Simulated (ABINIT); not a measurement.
# Beyond one shot: GaAs (F-43m)

How far does self-consistency move the gap of GaAs (F-43m)?

Method: PBE and many-body steps on it, plane waves, in ABINIT 10.8.3.

**Experimental background.**

- Gap 1.51 eV: band-edge emission energy from PL (direct gap at Gamma); photoluminescence, 633 nm excitation; 77 K; bulk crystal (MBE GaAs matrix around a thin InAs wetting layer on semi-insulating GaAs (100)) (“Photoluminescence of InAs/GaAs quantum dots under direct two-photon excitation”, 2020, pmc:7331710).

- Gap 1.418 ± 0.005 eV: direct gap E0 at Gamma from PR; modulated photoreflectance, low-field lineshape fit; 300 K; bulk crystal (semi-insulating GaAs(001) reference substrate) (“Evidence of valence band perturbations in GaAsN/GaAs(001): A combined variable-angle spectroscopic ellipsometry and modulated photoreflectance investigation”, 2008, arxiv:0805.2212).

- Gap 1.42 eV: fundamental direct gap E0 at Gamma, seen as sharp points in Psi and Delta; spectroscopic ellipsometry; 300 K; bulk crystal (semi-insulating GaAs (100) substrate) (“Ellipsometric study of the Electronic Structure of GaMnAs and LT-GaAs”, 2004, arxiv:cond-mat/0404304).

- Gap 1.42 eV: band-edge photoluminescence emission energy of the GaAs substrate; time-integrated photoluminescence; 300 K; bulk crystal ((001) GaAs substrate beneath GaBiAs epilayers) (“Investigation of the anisotropic electron g factor as a probe of the electronic structure of GaBixAs1-x/GaAs epilayers”, 2014, arxiv:1409.8467).

- Gap 1.412 ± 0.01 eV: direct gap E0 at Gamma from ellipsometry; variable-angle spectroscopic ellipsometry, parametric critical-point fit; 300 K; bulk crystal (semi-insulating GaAs(001) reference substrate with native oxide) (“Evidence of valence band perturbations in GaAsN/GaAs(001): A combined variable-angle spectroscopic ellipsometry and modulated photoreflectance investigation”, 2008, arxiv:0805.2212).

Report form: the programs' logs are mostly left out.

## 1. Starting point

Symmetry: F-43m, No. 216, cubic system. Conventional cell: a = 5.654 Å, b = 5.654 Å, c = 5.654 Å, α = 90.00°, β = 90.00°, γ = 90.00°. Nearest to Ga lie 4 As at 2.45 Å. As has 4 Ga at 2.45 Å nearest. Farther neighbours are not listed.

The cell and positions come from the Crystallography Open Database and are kept as given unless a step says otherwise.

## 2. Empty states on the mesh, 4×4×4 mesh, 60 bands

This step: ABINIT 10.8.3; DFT, PBE, plane waves, norm-conserving pseudopotentials.

The sums over transitions need many empty states on a uniform mesh; this step solves for them.

Contents of run.abi:

```
acell 3*1.0 Angstrom
rprim 
  0.000000000000 2.826850000000 2.826850000000
  2.826850000000 0.000000000000 2.826850000000
  2.826850000000 2.826850000000 0.000000000000
ntypat 2
znucl 31 33
natom 2
typat 1 2
xred 
  0.000000000000 0.000000000000 0.000000000000
  0.250000000000 0.250000000000 0.250000000000
pp_dirpath "pseudos"
pseudos "Ga.upf, As.upf"
ecut 45
ngkpt 4 4 4
nshiftk 1
shiftk 0 0 0
kptopt 1
chksymbreak 0
iscf -2
irdden 1
istwfk *1
nband 60
nbdbuf 4
tolwfr 1e-09
nstep 60
prtvol 0
indata_prefix "in"
outdata_prefix "out"
tmpdata_prefix "tmp"
```

Launch:

```
OMP_NUM_THREADS=1 mpirun -n 4 abinit run.abi > log
```

The job ended after 13 s (4 MPI ranks of Arm Neoverse V2, shared host; peak memory 0.3 GiB).

This step gave:

| Property | Result |
| --- | --- |
| gap | 0.5078 eV |
| k of the valence top | 0, 0, 0 |
| k of the conduction bottom | 0, 0, 0 |
| least direct gap | 0.5078 eV |
| k points computed | 8 |
| lowest point of the top converged band, above the valence top | 39.62 eV |

On this mesh the gap is 0.508 eV.

The density comes from a self-consistent run that is not shown.

## 3. Screening, 4×4×4 mesh, 56 bands, screening to 108.8 eV

The RPA dielectric matrix is built and inverted for each q.

This step: RPA screening on PBE, plane waves, norm-conserving pseudopotentials.

run.abi, as its differences from that of step 2:

```diff
@@ -20,10 +20,11 @@
 chksymbreak 0
-iscf -2
-irdden 1
 istwfk *1
-nband 60
-nbdbuf 4
-tolwfr 1e-09
-nstep 60
-prtvol 0
+occopt 1
+irdwfk 1
+optdriver 3
+nband 56
+ecuteps 4
+inclvkb 2
+awtr 1
+symchi 1
 indata_prefix "in"
```

Elapsed: 16 s, on 4 MPI ranks; peak memory 0.81 GiB.

This step gave:

```yaml
eps_infinity_with_local_fields_on_this_mesh_along_the_program_s_q_direction: 139.8
the_same_without_local_fields: 149.5
plasma_frequency: 36.65 eV
plane_waves_in_the_screening_matrix: 113
```

Local fields lower ε∞ by 7 %. The value itself is an artefact of the mesh, where one narrow direct gap carries too much weight.

## 4. G0W0

The self-energy is evaluated for the states that the input lists, and the levels follow from it, in one-shot runs by the linearised quasiparticle equation.

This step: G0W0 on PBE, plane waves, norm-conserving pseudopotentials.

run.abi, as its differences from that of step 3:

```diff
@@ -23,8 +23,15 @@
 irdwfk 1
-optdriver 3
+optdriver 4
 nband 56
+gwcalctyp 0
+ecutsigx 45
+symsigma 1
+nkptgw 1
+kptgw 
+  0.0000000000 0.0000000000 0.0000000000
+bdgw 
+  20 26
 ecuteps 4
-inclvkb 2
-awtr 1
-symchi 1
+irdscr 1
+ppmodel 1
 indata_prefix "in"
```

It took 3.6 s on 4 MPI ranks; peak memory 0.66 GiB.

This step gave:

- G0W0 gap on the points computed: 1.171 eV
- starting gap on the mesh: 0.5078 eV
- k of the valence top: 0, 0, 0
- k of the conduction bottom: 0, 0, 0
- Z at the valence top: 0.797
- Z at the conduction bottom: 0.802
- least direct G0W0 gap on the computed points: 1.171 eV

The gap on the mesh goes from 0.51 eV to 1.17 eV, a correction of +0.66 eV.

## 5. QSGW, cycle 1

This step: QSGW on PBE, plane waves, norm-conserving pseudopotentials.

run.abi, as its differences from that of step 4:

```diff
@@ -25,10 +25,24 @@
 nband 56
-gwcalctyp 0
+gwcalctyp 28
 ecutsigx 45
-symsigma 1
-nkptgw 1
+symsigma 0
+nkptgw 8
 kptgw 
   0.0000000000 0.0000000000 0.0000000000
+  0.2500000000 0.0000000000 0.0000000000
+  0.5000000000 0.0000000000 0.0000000000
+  0.2500000000 0.2500000000 0.0000000000
+  0.5000000000 0.2500000000 0.0000000000
+  -0.2500000000 0.2500000000 0.0000000000
+  0.5000000000 0.5000000000 0.0000000000
+  -0.2500000000 0.5000000000 0.2500000000
 bdgw 
-  20 26
+  20 32
+  20 32
+  20 32
+  20 32
+  20 32
+  20 32
+  20 32
+  20 32
 ecuteps 4
@@ -36,2 +50,3 @@
 ppmodel 1
+rhoqpmix 0.3
 indata_prefix "in"
```

The job ended after 85 s (4 MPI ranks; peak memory 1.4 GiB).

This step gave:

```yaml
quasiparticle_gap_on_the_mesh: 1.313 eV
gap_of_the_density_functional_on_the_mesh: 0.5078 eV
k_of_the_valence_top: 0, 0, 0
k_of_the_conduction_bottom: 0, 0, 0
z_at_the_valence_top: 1
z_at_the_conduction_bottom: 1
least_direct_quasiparticle_gap_on_the_computed_points: 1.313 eV
```

Against G0W0 in ABINIT (4×4×4 mesh, 56 bands, screening to 108.8 eV, Godby-Needs plasmon pole), the gap moves by +0.142 eV.

## 6. Screening, 4×4×4 mesh, 56 bands, screening to 108.8 eV

This step: RPA screening on PBE, plane waves, norm-conserving pseudopotentials.

Contents of run.abi:

```
acell 3*1.0 Angstrom
rprim 
  0.000000000000 2.826850000000 2.826850000000
  2.826850000000 0.000000000000 2.826850000000
  2.826850000000 2.826850000000 0.000000000000
ntypat 2
znucl 31 33
natom 2
typat 1 2
xred 
  0.000000000000 0.000000000000 0.000000000000
  0.250000000000 0.250000000000 0.250000000000
pp_dirpath "pseudos"
pseudos "Ga.upf, As.upf"
ecut 45
ngkpt 4 4 4
nshiftk 1
shiftk 0 0 0
kptopt 1
chksymbreak 0
istwfk *1
occopt 1
irdwfk 1
optdriver 3
nband 56
ecuteps 4
inclvkb 2
awtr 1
symchi 1
gwcalctyp 28
mbpt_sciss 0.668 eV
nqptdm 1
qptdm 
  0 0 0
indata_prefix "in"
outdata_prefix "out"
tmpdata_prefix "tmp"
```

Wall time 5.1 s (4 MPI ranks); peak memory 0.65 GiB; 20 s of CPU time.

Numbers from this step:

```yaml
eps_infinity_with_local_fields_on_this_mesh_along_the_program_s_q_direction: 70.85
the_same_without_local_fields: 74.08
plasma_frequency: 36.65 eV
plane_waves_in_the_screening_matrix: 113
```

This screening uses the functional's bands under a rigid shift, the mean opening of the cycle before.

## 7. Screening, 4×4×4 mesh, 56 bands, screening to 108.8 eV

This step: RPA screening on PBE from quasiparticle energies and orbitals, plane waves, norm-conserving pseudopotentials.

run.abi, as its differences from that of step 6:

```diff
@@ -29,7 +29,13 @@
 symchi 1
+irdqps 1
 gwcalctyp 28
-mbpt_sciss 0.668 eV
-nqptdm 1
+nqptdm 7
 qptdm 
-  0 0 0
+  0.2500000000 0.0000000000 0.0000000000
+  0.5000000000 0.0000000000 0.0000000000
+  0.2500000000 0.2500000000 0.0000000000
+  0.5000000000 0.2500000000 0.0000000000
+  -0.2500000000 0.2500000000 0.0000000000
+  0.5000000000 0.5000000000 0.0000000000
+  -0.2500000000 0.5000000000 0.2500000000
 indata_prefix "in"
```

Contents of mrgscr.stdin:

```
2
merged
q0_SCR
out_SCR
1
```

Launch:

```
OMP_NUM_THREADS=1 mpirun -n 4 abinit run.abi > log; mrgscr < mrgscr.stdin
```

Elapsed: 13 s, on 4 MPI ranks; peak memory 0.76 GiB.

This step gave:

```yaml
plasma_frequency: 36.65 eV
plane_waves_in_the_screening_matrix: 113
```

This screening reads the quasiparticle levels of the cycle before.

## 8. QSGW, cycle 2

The corrected levels of the last cycle go back in.

This step: QSGW on PBE, plane waves, norm-conserving pseudopotentials.

run.abi, as its differences from that of step 7:

```diff
@@ -23,12 +23,10 @@
 irdwfk 1
-optdriver 3
+optdriver 4
 nband 56
-ecuteps 4
-inclvkb 2
-awtr 1
-symchi 1
-irdqps 1
 gwcalctyp 28
-nqptdm 7
-qptdm 
+ecutsigx 45
+symsigma 0
+nkptgw 8
+kptgw 
+  0.0000000000 0.0000000000 0.0000000000
   0.2500000000 0.0000000000 0.0000000000
@@ -40,2 +38,16 @@
   -0.2500000000 0.5000000000 0.2500000000
+bdgw 
+  20 32
+  20 32
+  20 32
+  20 32
+  20 32
+  20 32
+  20 32
+  20 32
+ecuteps 4
+irdscr 1
+ppmodel 1
+irdqps 1
+rhoqpmix 0.3
 indata_prefix "in"
```

Launch:

```
OMP_NUM_THREADS=1 mpirun -n 4 abinit run.abi > log
```

The job ended after 82 s (4 MPI ranks; peak memory 1.4 GiB).

Numbers from this step:

| Property | Result |
| --- | --- |
| quasiparticle gap on the mesh | 1.318 eV |
| gap of the density functional on the mesh | 0.5078 eV |
| k of the valence top | 0, 0, 0 |
| k of the conduction bottom | 0, 0, 0 |
| least direct quasiparticle gap on the computed points | 1.318 eV |

Against the cycle before, the gap moves by +0.005 eV.

## 9. Screening, 4×4×4 mesh, 56 bands, screening to 108.8 eV

This step: RPA screening on PBE, plane waves, norm-conserving pseudopotentials.

Contents of run.abi:

```
acell 3*1.0 Angstrom
rprim 
  0.000000000000 2.826850000000 2.826850000000
  2.826850000000 0.000000000000 2.826850000000
  2.826850000000 2.826850000000 0.000000000000
ntypat 2
znucl 31 33
natom 2
typat 1 2
xred 
  0.000000000000 0.000000000000 0.000000000000
  0.250000000000 0.250000000000 0.250000000000
pp_dirpath "pseudos"
pseudos "Ga.upf, As.upf"
ecut 45
ngkpt 4 4 4
nshiftk 1
shiftk 0 0 0
kptopt 1
chksymbreak 0
istwfk *1
occopt 1
irdwfk 1
optdriver 3
nband 56
ecuteps 4
inclvkb 2
awtr 1
symchi 1
gwcalctyp 28
mbpt_sciss 0.684 eV
nqptdm 1
qptdm 
  0 0 0
indata_prefix "in"
outdata_prefix "out"
tmpdata_prefix "tmp"
```

The job ended after 5 s (4 MPI ranks; peak memory 0.65 GiB; 20 s of CPU time).

This step gave:

```yaml
eps_infinity_with_local_fields_on_this_mesh_along_the_program_s_q_direction: 70.09
the_same_without_local_fields: 73.27
plasma_frequency: 36.65 eV
plane_waves_in_the_screening_matrix: 113
```

This screening uses the functional's bands under a rigid shift, the mean opening of the cycle before.

## 10. Screening, 4×4×4 mesh, 56 bands, screening to 108.8 eV

This step: RPA screening on PBE from quasiparticle energies and orbitals, plane waves, norm-conserving pseudopotentials.

run.abi, as its differences from that of step 9:

```diff
@@ -29,7 +29,13 @@
 symchi 1
+irdqps 1
 gwcalctyp 28
-mbpt_sciss 0.684 eV
-nqptdm 1
+nqptdm 7
 qptdm 
-  0 0 0
+  0.2500000000 0.0000000000 0.0000000000
+  0.5000000000 0.0000000000 0.0000000000
+  0.2500000000 0.2500000000 0.0000000000
+  0.5000000000 0.2500000000 0.0000000000
+  -0.2500000000 0.2500000000 0.0000000000
+  0.5000000000 0.5000000000 0.0000000000
+  -0.2500000000 0.5000000000 0.2500000000
 indata_prefix "in"
```

mrgscr.stdin is that of step 7.

Launch:

```
OMP_NUM_THREADS=1 mpirun -n 4 abinit run.abi > log; mrgscr < mrgscr.stdin
```

It took 13 s on 4 MPI ranks; peak memory 0.76 GiB.

Numbers from this step:

- plasma frequency: 36.65 eV
- plane waves in the screening matrix: 113

This screening reads the quasiparticle levels of the cycle before.

## 11. QSGW, cycle 3

This step: QSGW on PBE, plane waves, norm-conserving pseudopotentials.

run.abi, as its differences from that of step 10:

```diff
@@ -23,12 +23,10 @@
 irdwfk 1
-optdriver 3
+optdriver 4
 nband 56
-ecuteps 4
-inclvkb 2
-awtr 1
-symchi 1
-irdqps 1
 gwcalctyp 28
-nqptdm 7
-qptdm 
+ecutsigx 45
+symsigma 0
+nkptgw 8
+kptgw 
+  0.0000000000 0.0000000000 0.0000000000
   0.2500000000 0.0000000000 0.0000000000
@@ -40,2 +38,16 @@
   -0.2500000000 0.5000000000 0.2500000000
+bdgw 
+  20 32
+  20 32
+  20 32
+  20 32
+  20 32
+  20 32
+  20 32
+  20 32
+ecuteps 4
+irdscr 1
+ppmodel 1
+irdqps 1
+rhoqpmix 0.3
 indata_prefix "in"
```

Launch:

```
OMP_NUM_THREADS=1 mpirun -n 4 abinit run.abi > log
```

It took 83 s on 4 MPI ranks; peak memory 1.4 GiB.

Numbers from this step:

| Property | Result |
| --- | --- |
| quasiparticle gap on the mesh | 1.335 eV |
| gap of the density functional on the mesh | 0.5078 eV |
| k of the valence top | 0, 0, 0 |
| k of the conduction bottom | 0, 0, 0 |
| least direct quasiparticle gap on the computed points | 1.335 eV |

Against the cycle before, the gap moves by +0.017 eV.

## 12. Screening, 4×4×4 mesh, 56 bands, screening to 108.8 eV

This step: RPA screening on PBE, plane waves, norm-conserving pseudopotentials.

Contents of run.abi:

```
acell 3*1.0 Angstrom
rprim 
  0.000000000000 2.826850000000 2.826850000000
  2.826850000000 0.000000000000 2.826850000000
  2.826850000000 2.826850000000 0.000000000000
ntypat 2
znucl 31 33
natom 2
typat 1 2
xred 
  0.000000000000 0.000000000000 0.000000000000
  0.250000000000 0.250000000000 0.250000000000
pp_dirpath "pseudos"
pseudos "Ga.upf, As.upf"
ecut 45
ngkpt 4 4 4
nshiftk 1
shiftk 0 0 0
kptopt 1
chksymbreak 0
istwfk *1
occopt 1
irdwfk 1
optdriver 3
nband 56
ecuteps 4
inclvkb 2
awtr 1
symchi 1
gwcalctyp 28
mbpt_sciss 0.709 eV
nqptdm 1
qptdm 
  0 0 0
indata_prefix "in"
outdata_prefix "out"
tmpdata_prefix "tmp"
```

Elapsed: 4.9 s, on 4 MPI ranks; peak memory 0.65 GiB.

Numbers from this step:

```
ε∞ with local fields, on this mesh, along the program's q direction : 68.94
the same without local fields                                       : 72.05
plasma frequency                                                    : 36.65 eV
plane waves in the screening matrix                                 : 113
```

This screening uses the functional's bands under a rigid shift, the mean opening of the cycle before.

## 13. Screening, 4×4×4 mesh, 56 bands, screening to 108.8 eV

This step: RPA screening on PBE from quasiparticle energies and orbitals, plane waves, norm-conserving pseudopotentials.

run.abi, as its differences from that of step 12:

```diff
@@ -29,7 +29,13 @@
 symchi 1
+irdqps 1
 gwcalctyp 28
-mbpt_sciss 0.709 eV
-nqptdm 1
+nqptdm 7
 qptdm 
-  0 0 0
+  0.2500000000 0.0000000000 0.0000000000
+  0.5000000000 0.0000000000 0.0000000000
+  0.2500000000 0.2500000000 0.0000000000
+  0.5000000000 0.2500000000 0.0000000000
+  -0.2500000000 0.2500000000 0.0000000000
+  0.5000000000 0.5000000000 0.0000000000
+  -0.2500000000 0.5000000000 0.2500000000
 indata_prefix "in"
```

mrgscr.stdin is that of step 10.

Launch:

```
OMP_NUM_THREADS=1 mpirun -n 4 abinit run.abi > log; mrgscr < mrgscr.stdin
```

Elapsed: 13 s, on 4 MPI ranks; peak memory 0.76 GiB.

Numbers from this step:

```
plasma frequency                    : 36.65 eV
plane waves in the screening matrix : 113
```

This screening reads the quasiparticle levels of the cycle before.

[end of part 1 of 2]

[Paths, hosts, dates, memory and timing lines, banners, echoed tables and standing remarks are left out of the program output.]

[Logs are printed without paths, hosts, clocks, repeated set-up lines and the standing remarks that a program may print on its own settings, such as how far it seeks lower states.]

[Runs of the session that timed out or met a known fault of the program may be left out.]

[No measured gap is set beside runs whose start may be inverted or whose files or cutoffs have a known fault.]

[Loops that did not settle are left out.]

[Hosts, paths, dates, database ids (printed as entryN), source tags and the programs' standing remarks are cut or masked in the printed files.]

[G0W0 gaps are taken among the corrected bands and points alone; a level outside them can change the order at an edge.]

[Where Ansatz stands beside ABINIT at settings called matched, ABINIT's density can come from a denser mesh and the files from another edition; pairs whose starting gaps differed by over 0.03 eV were left out, so agreement reads better than it is.]
